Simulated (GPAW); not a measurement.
# MnO2 (Fd-3m): the O K absorption edge, part 2 of 2

What does one-electron theory with a core hole give for the O K edge of MnO2 (Fd-3m)?

GPAW 26.7.0; X-ray absorption from dipole matrix elements to empty bands, plane-wave PAW LDA+U.

So far. Step 2 (The field without a hole): The mesh shows a gap of 2.29 eV, so the hole is first treated in a charged cell, without the excited electron.

### 4. Spectrum with FCH, O atom 5

The holes are 5.7 Å apart. In GPAW the data set carries the hole's charge, so charge=0 means a charged cell and charge=-1 a neutral one. The excited electron is left out and a uniform background balances the charge. After the field has converged, empty bands are computed with the density fixed and the dipole matrix elements are summed.

The absorber has 3 Mn at 1.90 Å (pyramidal, site symmetry 3m).

xas.py reads:

```python
import numpy as np
from ase import Atoms
from ase.parallel import parprint, paropen
from gpaw import GPAW, PW, FermiDirac, Mixer, MixerDif, setup_paths
from gpaw.test import gen
setup_paths.insert(0, '.')
gen('O', name='fch1s', xcname='LDA', corehole=(1, 0, 1), write_xml=True)
from gpaw.mpi import world
world.barrier()

atoms = Atoms('Mn4O8',
    cell=[[0, 4.01999251, 4.01999251],
     [4.01999251, 0, 4.01999251],
     [4.01999251, 4.01999251, 0]],
    scaled_positions=[[0.125, 0.125, 0.125],
     [0.125, 0.125, 0.625],
     [0.625, 0.125, 0.125],
     [0.125, 0.625, 0.125],
     [0.36095376, 0.36095376, 0.36095376],
     [0.36095376, 0.36095376, 0.91713871],
     [0.91713871, 0.36095376, 0.36095376],
     [0.36095376, 0.91713871, 0.36095376],
     [0.88904624, 0.88904624, 0.33286129],
     [0.88904624, 0.88904624, 0.88904624],
     [0.88904624, 0.33286129, 0.88904624],
     [0.33286129, 0.88904624, 0.88904624]],
    magmoms=[4.0, -4.0, 4.0, -4.0, 0.0, 0.0, 0.0, 0.0, 0.0, 0.0, 0.0, 0.0],
    pbc=True)
atoms.calc = calc = GPAW(legacy_gpaw=True, mode=PW(500, force_complex_dtype=True), xc='LDA', setups={'Mn': ':d,5', 4: 'fch1s'},
    kpts={'size': (3, 3, 3), 'gamma': True}, occupations=FermiDirac(0.02),
    charge=0, mixer=MixerDif(0.05, 8, 50), maxiter=150,
    convergence={'density': 0.0001, 'eigenstates': 1e-6}, txt='scf.txt')
energy = atoms.get_potential_energy() + calc.get_reference_energy()
ef = calc.get_fermi_level()
out = dict(energy=energy, fermi=ef, forces=atoms.get_forces().tolist(), magmoms=atoms.get_magnetic_moments().tolist())
parprint(f'all-electron energy {energy:.4f} eV, Fermi level {ef:.4f} eV')
ev = np.array([[calc.get_eigenvalues(k, s) for k in range(len(calc.get_ibz_k_points()))] for s in range(calc.get_number_of_spins())])
out['homo'], out['lumo'], out['counts'] = ev[ev < ef].max(), ev[ev > ef].min(), sorted(set((ev < ef).sum((0, 2)).tolist()))
out['filled'] = (ev[:, 0] < ef).sum(1).tolist()

from ase.units import Ha
from gpaw.xas import dipole_matrix_elements
nb = int(calc.get_number_of_electrons() / 2) + 100
top, nb = nb, nb + 8 + nb // 12
nscf = calc.fixed_density(kpts={'size': (4, 4, 4), 'gamma': True}, nbands=nb,
    convergence={'bands': top, 'eigenstates': 5e-3}, maxiter=60, txt='nscf.txt')
cell = atoms.cell.array
ops = [cell.T @ U.T @ np.linalg.inv(cell.T) for U in nscf.wfs.kd.symmetry.op_scc]
filled = [54, 54]  # bands filled in the ground state, by spin
E = np.arange(-6, 34, 0.1)
fwhm = np.interp(E, [4, 25], [0.9, 3.5])
Y, X, zero, highest = 0, 0, 1e9, 1e9
for spin in range(nscf.get_number_of_spins()):
    wfs = nscf.wfs
    mine = wfs.bd.get_slice()  # this rank's bands
    A = dipole_matrix_elements(wfs.setups[4])
    eps = np.zeros((wfs.kd.nibzkpts, nb))
    d = np.zeros((3, A.shape[1], wfs.kd.nibzkpts, nb), complex)
    for kpt in wfs.kpt_u:
        if kpt.s == spin and 4 in kpt.P_ani:
            eps[kpt.k, mine] = kpt.eps_n * Ha
            d[:, :, kpt.k, mine] = (kpt.weight * wfs.nspins / 2) ** 0.5 * np.inner(A, kpt.P_ani[4])
    world.sum(eps)
    world.sum(d)
    T = np.einsum('amkn,bmkn->abkn', d, d.conj()).real
    T = sum(np.einsum('ai,ijkn,bj->abkn', R, T, R) for R in ops) / len(ops)
    empty = np.ones_like(eps, bool) & (np.arange(nb) >= filled[spin])
    zero, highest = min(zero, eps[empty].min()), min(highest, eps[:, top - 1].min())
    lines = [(eps, T, empty)] if spin == 0 else lines + [(eps, T, empty)]
for eps, T, empty in lines:
    f = np.einsum('aakn->akn', T).reshape(3, -1)
    x = eps.ravel() - zero
    w = np.interp(x, E, fwhm) / 2.35482
    g = np.exp(-0.5 * ((E[:, None] - x) / w) ** 2) / (w * (2 * np.pi) ** 0.5)
    Y = Y + (f * empty.ravel()) @ g.T
    X = X + (f * ~empty.ravel()) @ g.T
out.update(E=E.round(2).tolist(), xas=Y.tolist(), xes=X.tolist(), zero=zero, valid=highest - zero, nk=len(eps), nb=nb)
for i in range(0, len(E), 10):
    parprint(f'{E[i]:7.2f}', *(f'{v:10.3e}' for v in Y[:, i]))
import json
with paropen('out.json', 'w') as f:
    json.dump(out, f)
```

Run with:

```console
OMP_NUM_THREADS=1 mpirun -n 4 gpaw python xas.py
```

Numbers of over 12 decimals in the logs are rounded to 6 here.

What it wrote:

```text
Input parameters:
  convergence: {density: 0.0001,
                eigenstates: 1e-06}
  kpts: {gamma: True,
         size: (3, 3, 3)}
  maxiter: 150
  mixer: {backend: pulay,
          beta: 0.05,
          method: difference,
          nmaxold: 8,
          weight: 50}
  mode: {ecut: 500.0,
         force_complex_dtype: True,
         name: pw}
  occupations: {fixmagmom: False,
                name: fermi-dirac,
                width: 0.02}
  setups: {4: fch1s,
           Mn: :d,5}

Initialize ...

[... PAW data sets ...]

Reference energy: -141494.485717  # eV

Spin-polarized calculation.
Initial magnetic moment: 0.000000

[... convergence settings ...]
Symmetries present (total): 2
  [... symmetry matrices ...]

27 k-points: 3 x 3 x 3 Monkhorst-Pack grid
10 k-points in the irreducible part of the Brillouin zone
       k-points in crystal coordinates                weights
   0:     0.00000000    0.00000000    0.00000000          1/27
   1:     0.00000000    0.33333333   -0.33333333          2/27
   2:     0.00000000    0.33333333    0.00000000          4/27
   3:     0.00000000    0.33333333    0.33333333          2/27
   4:     0.33333333   -0.33333333   -0.33333333          2/27
   5:     0.33333333    0.00000000   -0.33333333          4/27
   6:     0.33333333    0.00000000    0.00000000          2/27
   7:     0.33333333    0.33333333   -0.33333333          4/27
   8:     0.33333333    0.33333333    0.00000000          4/27
   9:     0.33333333    0.33333333    0.33333333          2/27

Wave functions: Plane wave expansion
  Cutoff energy: 500.000 eV
  Number of coefficients (min, max): 3287, 3305
  Pulay-stress correction: 0.000000 eV/Ang^3 (de/decut=0.000000)
  Using FFTW library
  Wavefunction extrapolation:
    Improved wavefunction reuse through dual PAW basis

Occupation numbers: Fermi-Dirac:
  width: 0.0200  # eV

Eigensolver
   Davidson(niter=2)

Densities:
  Coarse grid: 30*30*30 grid
  Fine grid: 60*60*60 grid
  Total Charge: 1.000000

Density mixing:
  Method: difference
  Backend: pulay
  Linear mixing parameter: 0.05
  old densities: 8
  Width of damping distribution: 1.1
  Damping of long wavelength oscillations: 50

[... Hamiltonian set-up ...]
Number of atoms: 12
Number of atomic orbitals: 84
Number of bands in calculation: 69
Number of valence electrons: 108
Bands to converge: occupied

... initialized

Initializing position-dependent things.

Density initialized from atomic densities
Creating initial wave functions:
  69 bands from LCAO basis set

                          O
                   O
                    O
              O
                  O      O

                    O
        Mn   O
            Mn
             Mn
       Mn

Atomic positions and initial magnetic moments

Positions:
   0 Mn     1.004998    1.004998    1.004998    ( 0.0000,  0.0000,  4.0000)
   1 Mn     3.014994    3.014994    1.004998    ( 0.0000,  0.0000, -4.0000)
   2 Mn     1.004998    3.014994    3.014994    ( 0.0000,  0.0000,  4.0000)
   3 Mn     3.014994    1.004998    3.014994    ( 0.0000,  0.0000, -4.0000)
   4 O      2.902063    2.902063    2.902063    ( 0.0000,  0.0000,  0.0000)
   5 O      5.137922    5.137922    2.902063    ( 0.0000,  0.0000,  0.0000)
   6 O      2.902063    5.137922    5.137922    ( 0.0000,  0.0000,  0.0000)
   7 O      5.137922    2.902063    5.137922    ( 0.0000,  0.0000,  0.0000)
   8 O      4.912059    4.912059    7.147918    ( 0.0000,  0.0000,  0.0000)
   9 O      7.147918    7.147918    7.147918    ( 0.0000,  0.0000,  0.0000)
  10 O      4.912059    7.147918    4.912059    ( 0.0000,  0.0000,  0.0000)
  11 O      7.147918    4.912059    4.912059    ( 0.0000,  0.0000,  0.0000)

Unit cell:
           periodic     x           y           z      points  spacing
  1. axis:    yes    0.000000    4.019993    4.019993    30     0.1547
[...]
iter:  16  -125.400114c  -5.13  -3.58    -0.0000
iter:  17  -125.400088c  -4.88  -3.63    -0.0000
iter:  18  -125.400093c  -5.97  -4.02c   -0.0000
iter:  19  -125.400097c  -7.23c -4.15c   -0.0000

Converged after 19 iterations.

Dipole moment: (-2.998781, -2.992399, -2.992399) |e|*Ang

Total magnetic moment: (0.000000, 0.000000, -0.000000)
Local magnetic moments:
   0 Mn ( 0.000000,  0.000000,  3.110472)
   1 Mn ( 0.000000,  0.000000, -3.117983)
   2 Mn ( 0.000000,  0.000000,  3.168399)
   3 Mn ( 0.000000,  0.000000, -3.117983)
   4 O  ( 0.000000,  0.000000, -0.167381)
   5 O  ( 0.000000,  0.000000, -0.032230)
   6 O  ( 0.000000,  0.000000,  0.030122)
   7 O  ( 0.000000,  0.000000, -0.032230)
   8 O  ( 0.000000,  0.000000, -0.029915)
   9 O  ( 0.000000,  0.000000,  0.088319)
  10 O  ( 0.000000,  0.000000, -0.029915)
  11 O  ( 0.000000,  0.000000,  0.035150)

Energy contributions relative to reference atoms: (reference = -141494.485717)

Kinetic:        +62.197646
Potential:      -85.982307
External:        +0.000000
XC:            -101.788588
Entropy (-ST):   -0.000000
Local:           +0.173152
SIC:             +0.000000
--------------------------
Free energy:   -125.400097
Extrapolated:  -125.400097

Spin contamination: 7.460850 electrons
Showing only first 2 kpts
                      Up                     Down
 Kpt  Band  Eigenvalues  Occupancy  Eigenvalues  Occupancy
  0    52      2.63775    1.00000      2.55758    1.00000
  0    53      2.69449    1.00000      2.63296    1.00000
  0    54      5.08468    0.00000      4.65427    0.00000
  0    55      5.14422    0.00000      4.87194    0.00000

  1    52      2.26571    1.00000      2.29575    1.00000
  1    53      2.44538    1.00000      2.48329    1.00000
  1    54      4.62457    0.00000      4.58075    0.00000
  1    55      5.39359    0.00000      4.69967    0.00000

Fermi level: 3.56871

Gap: 1.591 eV
Transition (v -> c):
  (s=1, k=4, n=53, [0.33, -0.33, -0.33]) -> (s=1, k=8, n=54, [0.33, 0.33, 0.00])
Direct/indirect transitions are different
Direct gap: 1.693 eV
Transition at: (s=0->1, k=8, n=53, [0.33, 0.33, 0.00])

Forces in eV/Ang:
  0 Mn    0.05483    0.06241    0.06241
  1 Mn    0.40527    0.31694   -2.25462
  2 Mn   -2.14606    0.34072    0.34072
  3 Mn    0.40527   -2.25462    0.31694
  4 O     0.95847    0.90102    0.90102
  5 O     0.20674    0.28346    0.03294
  6 O     0.10407    0.30575    0.30575
  7 O     0.20674    0.03294    0.28346
  8 O    -0.12230   -0.15221   -0.08655
  9 O     0.18214    0.36453    0.36453
 10 O    -0.12230   -0.08655   -0.15221
 11 O    -0.15952   -0.14357   -0.14357
Scalar-relativistic atomic LDA calculation for O (Oxygen, Z=8)
Core hole in 1s state (1s occupation: 1.0)
300 radial gridpoints.
|------------------------------------------------|
|------------------------------------------------|
[... the atom generator's iteration count ...]

Energy contributions:
-------------------------
Kinetic:      +54.046737
XC:            -5.876031
Potential:   -102.458324
-------------------------
Total:        -54.287618

state      eigenvalue         ekin         rmax
-----------------------------------------------
1s^1.0 :   -21.731873    30.611423        0.127
2s^2.0 :    -1.594915     4.066245        0.801
2p^4.0 :    -1.067100     3.825706        0.682
-----------------------------------------------
(units: Bohr and Hartree)

Generating PAW setup
Kinetic energy of the core from tauc = 30.636371
Cutoffs:
rc(s)=1.300
rc(p)=1.130
rc(d)=1.170
rc(vbar)=1.300
rc(comp)=1.260
rc(nct)=1.300

Kinetic energy of the core states: 30.611423
Charge: 1.0
Core electrons: 1.0
Valence electrons: 6.0
Pseudo-core charge: 0.000198
Shape function alpha=6.299
Pseudo-electron charge 5.280306
state    eigenvalue         norm
--------------------------------
2s(2) :    -1.594915     1.065643
*s    :    -0.594915
2p(4) :    -1.067100     0.787205
*p    :    -0.067100
*d    :     0.000000
--------------------------------

Diagonalizing with gridspacing h=0.050

state   all-electron     PAW
-------------------------------
2s:      -1.594915    -1.596334
2p:      -1.067100    -1.073375
*d:                   -0.060686
*f:                   -0.013559
-------------------------------
all-electron energy -141619.8858 eV, Fermi level 3.5687 eV
  -6.00  3.452e-61  1.103e-59  1.103e-59
  -5.00  9.392e-45  2.540e-43  2.540e-43
  -4.00  3.295e-31  6.445e-30  6.445e-30
  -3.00  1.604e-20  1.908e-19  1.908e-19
  -2.00  1.198e-12  7.680e-12  7.680e-12
  -1.00  2.041e-07  5.831e-07  5.831e-07
  -0.00  1.186e-04  1.277e-04  1.277e-04
[...]
31.00  7.617e-05  7.675e-05  7.675e-05
  32.00  1.020e-04  1.027e-04  1.027e-04
  33.00  1.346e-04  1.349e-04  1.349e-04
```

Elapsed: 1.8 min, on 4 MPI ranks of Intel Xeon Platinum 8559C (Emerald Rapids), shared host; peak memory 0.59 GiB.

The O K spectrum, O atom 5, full core hole (charged cell) (energy from the lowest empty level; intensity scaled to a mean of 1 over the first 20 eV):

| E (eV) | intensity |
| --- | --- |
| -2.0 | 0.00 |
| -1.5 | 0.00 |
| -1.0 | 0.00 |
| -0.5 | 0.12 |
| 0.0 | 1.00 |
| 0.5 | 2.22 |
| 1.0 | 1.49 |
| 1.5 | 0.43 |
| 2.0 | 0.43 |
| 2.5 | 1.12 |
| 3.0 | 1.65 |
| 3.5 | 2.05 |
| 4.0 | 1.08 |
| 4.5 | 0.18 |
| 5.0 | 0.01 |
| 5.5 | 0.00 |
| 6.0 | 0.00 |
| 6.5 | 0.02 |
| 7.0 | 0.05 |
| 7.5 | 0.11 |
| 8.0 | 0.22 |
| 8.5 | 0.39 |
| 9.0 | 0.61 |
| 9.5 | 0.89 |
| 10.0 | 1.19 |
| 10.5 | 1.41 |
| 11.0 | 1.54 |
| 11.5 | 1.63 |
| 12.0 | 1.75 |
| 12.5 | 1.93 |
| 13.0 | 2.16 |
| 13.5 | 2.31 |
| 14.0 | 2.28 |
| 14.5 | 2.05 |
| 15.0 | 1.69 |
| 15.5 | 1.33 |
| 16.0 | 1.00 |
| 16.5 | 0.74 |
| 17.0 | 0.55 |
| 17.5 | 0.44 |
| 18.0 | 0.41 |
| 18.5 | 0.45 |
| 19.0 | 0.53 |
| 19.5 | 0.64 |
| 20.0 | 0.73 |
| 20.5 | 0.80 |
| 21.0 | 0.83 |
| 21.5 | 0.82 |
| 22.0 | 0.78 |
| 22.5 | 0.73 |
| 23.0 | 0.67 |
| 23.5 | 0.60 |
| 24.0 | 0.54 |
| 24.5 | 0.48 |
| 25.0 | 0.44 |
| 25.5 | 0.41 |
| 26.0 | 0.39 |
| 26.5 | 0.40 |
| 27.0 | 0.41 |
| 27.5 | 0.44 |
| 28.0 | 0.46 |
| 28.5 | 0.48 |
| 29.0 | 0.49 |
| 29.5 | 0.50 |
| 30.0 | 0.52 |
| 30.5 | 0.56 |
| 31.0 | 0.61 |
| 31.5 | 0.70 |
| 32.0 | 0.82 |

Main maxima below 24 eV (height): 0.6 eV (2.24), 3.5 eV (2.05), 13.7 eV (2.33) and 21.1 eV (0.83). A K edge sees empty p states; the first features are O p mixed into the empty d states of the Mn neighbours, and the broad ones above probably into the cations' higher empty bands.

The hole costs E(hole) − E(ground) = 520.14 eV, and the lowest empty level of the hole cell on the spectrum's mesh lies at 4.18 eV, which puts the zero at 524.32 eV. The functional and the charged cell's background leave an error in such absolute values: in the free atom LDA prices this hole 4.1 eV below PBE (computed apart), and PBE is itself good to a few eV.

### 5. Spectrum with HCH, O atom 5

The holes are 5.7 Å apart. The data set carries half a charge, which charge=0 leaves uncompensated but for the background. Half a hole is Slater's transition state, a compromise that weakens the attraction. After the field has converged, empty bands are computed with the density fixed and the dipole matrix elements are summed.

Changed against the first core-hole run: core hole from full to half.

Changes to xas.py since step 4:

```diff
@@ -6,3 +6,3 @@
 setup_paths.insert(0, '.')
-gen('O', name='fch1s', xcname='LDA', corehole=(1, 0, 1), write_xml=True)
+gen('O', name='hch1s', xcname='LDA', corehole=(1, 0, 0.5), write_xml=True)
 from gpaw.mpi import world
@@ -28,3 +28,3 @@
     pbc=True)
-atoms.calc = calc = GPAW(legacy_gpaw=True, mode=PW(500, force_complex_dtype=True), xc='LDA', setups={'Mn': ':d,5', 4: 'fch1s'},
+atoms.calc = calc = GPAW(legacy_gpaw=True, mode=PW(500, force_complex_dtype=True), xc='LDA', setups={'Mn': ':d,5', 4: 'hch1s'},
     kpts={'size': (3, 3, 3), 'gamma': True}, occupations=FermiDirac(0.02),
```

What it wrote:

```text
Input parameters:
  convergence: {density: 0.0001,
                eigenstates: 1e-06}
  kpts: {gamma: True,
         size: (3, 3, 3)}
  maxiter: 150
  mixer: {backend: pulay,
          beta: 0.05,
          method: difference,
          nmaxold: 8,
          weight: 50}
  mode: {ecut: 500.0,
         force_complex_dtype: True,
         name: pw}
  occupations: {fixmagmom: False,
                name: fermi-dirac,
[...]
2s:      -1.207218    -1.208471
2p:      -0.667934    -0.672941
*d:                    0.000894
*f:                    0.033554
-------------------------------
all-electron energy -141884.9063 eV, Fermi level 3.5546 eV
  -6.00  1.009e-60  1.803e-59  1.803e-59
  -5.00  3.283e-44  4.138e-43  4.138e-43
  -4.00  1.238e-30  1.044e-29  1.044e-29
  -3.00  5.467e-20  3.061e-19  3.061e-19
[...]
32.00  1.041e-04  1.045e-04  1.045e-04
  33.00  1.390e-04  1.392e-04  1.392e-04
[key lines of the parts left out:]
Converged after 19 iterations.
Dipole moment: (-2.937107, -2.934755, -2.934755) |e|*Ang
Free energy:   -105.005028
Fermi level: 3.55462
```

Run time: 1.8 min. Hardware: 4 MPI ranks; peak memory 0.58 GiB.

| E (eV) | first run | this run |
| --- | --- | --- |
| -2.0 | 0.00 | 0.00 |
| -1.0 | 0.00 | 0.00 |
| 0.0 | 1.00 | 1.14 |
| 1.0 | 1.49 | 1.96 |
| 2.0 | 0.43 | 0.80 |
| 3.0 | 1.65 | 1.89 |
| 4.0 | 1.08 | 0.83 |
| 5.0 | 0.01 | 0.00 |
| 6.0 | 0.00 | 0.01 |
| 7.0 | 0.05 | 0.07 |
| 8.0 | 0.22 | 0.26 |
| 9.0 | 0.61 | 0.60 |
| 10.0 | 1.19 | 1.01 |
| 11.0 | 1.54 | 1.19 |
| 12.0 | 1.75 | 1.46 |
| 13.0 | 2.16 | 1.98 |
| 14.0 | 2.28 | 2.22 |
| 15.0 | 1.69 | 1.72 |
| 16.0 | 1.00 | 1.02 |
| 17.0 | 0.55 | 0.55 |
| 18.0 | 0.41 | 0.43 |
| 19.0 | 0.53 | 0.57 |
| 20.0 | 0.73 | 0.75 |
| 21.0 | 0.83 | 0.82 |
| 22.0 | 0.78 | 0.74 |
| 23.0 | 0.67 | 0.61 |
| 24.0 | 0.54 | 0.48 |
| 25.0 | 0.44 | 0.39 |
| 26.0 | 0.39 | 0.36 |
| 27.0 | 0.41 | 0.38 |
| 28.0 | 0.46 | 0.41 |
| 29.0 | 0.49 | 0.42 |
| 30.0 | 0.52 | 0.43 |
| 31.0 | 0.61 | 0.50 |
| 32.0 | 0.82 | 0.68 |

Against the first run the r.m.s. difference is 15 %. Another feature, at 0.6 eV (2.68), becomes the highest below 16 eV; the one at 13.7 eV (2.33) is now at 13.8 eV (2.23).

### 6. Runs not followed above

These runs aren't followed: redraws of a spectrum that repeat one shown, runs with a planted fault or a state judged unsound, or a program's part that gave no sound spectrum.

| program | step | status | elapsed |
| --- | --- | --- | --- |
| GPAW | spectrum with FCH | converged | 1.9 min |

### 7. Results

```yaml
absorber_and_edge: O K, atom 5 of the ground-state input (counted from 1)
surroundings: 3 Mn at 1.90 Å (pyramidal, site symmetry 3m)
highest_intensity_below_16_ev: 13.7 eV above the zero, height 2.33
photon_energy_of_the_zero_spin_polarised_hole_raw: 524.3 eV (LDA puts this hole about 4 eV below PBE, itself good to a few eV)
```

What this shows: The O K edge of atom 5, with 3 Mn at 1.90 Å (pyramidal, site symmetry 3m), has its highest intensity of the first 16 eV at 13.7 eV above the zero, near 538 eV in photon energy (LDA puts this hole about 4 eV below PBE, itself good to a few eV), 2.3 times the mean level of the first 20 eV (Gaussian full width 0.9 eV up to 4 eV, rising linearly to 3.5 eV at 25 eV). Changing the core hole from full to half alters the shape by 15 % r.m.s., a modest effect on the whole, though the highest intensity moves to 0.6 eV. 1 further run of this session is left out of this account as redundant. The hole lies in one spin channel, while the script sums the empty states of both and takes the lower zero; where the two channels are split, this blurs and shifts the curve. The spins start antiferromagnetically in a simple order, which needn't be the measured one; gap and edge can depend on it. The holes are only 5.7 Å apart, so the shape is probably not converged with cell size; no larger cell was run here. The mesh is coarse (0.34 Å⁻¹ between points), so small maxima may be mesh ripples. The structure is a computed Materials Project entry and may be a hypothetical form.

[Banner, clock and machine lines of the logs are left out without a mark of their own.]

[Logs are printed without paths, hosts, clocks, repeated set-up lines and the standing remarks that a program may print on its own settings, such as how far it seeks lower states.]

[Hosts, paths, dates, database ids (printed as entryN), source tags and the programs' standing remarks are cut or masked in the printed files.]

[Lists of maxima count a maximum above −3 eV only where it reaches 4 % of the highest in the window and stands out from its surroundings by 2 % of it (1.5 % where it reaches 55 %); shoulders and weaker maxima are passed over, and of the rest the first, up to two pre-edge ones and the few strongest are named.]
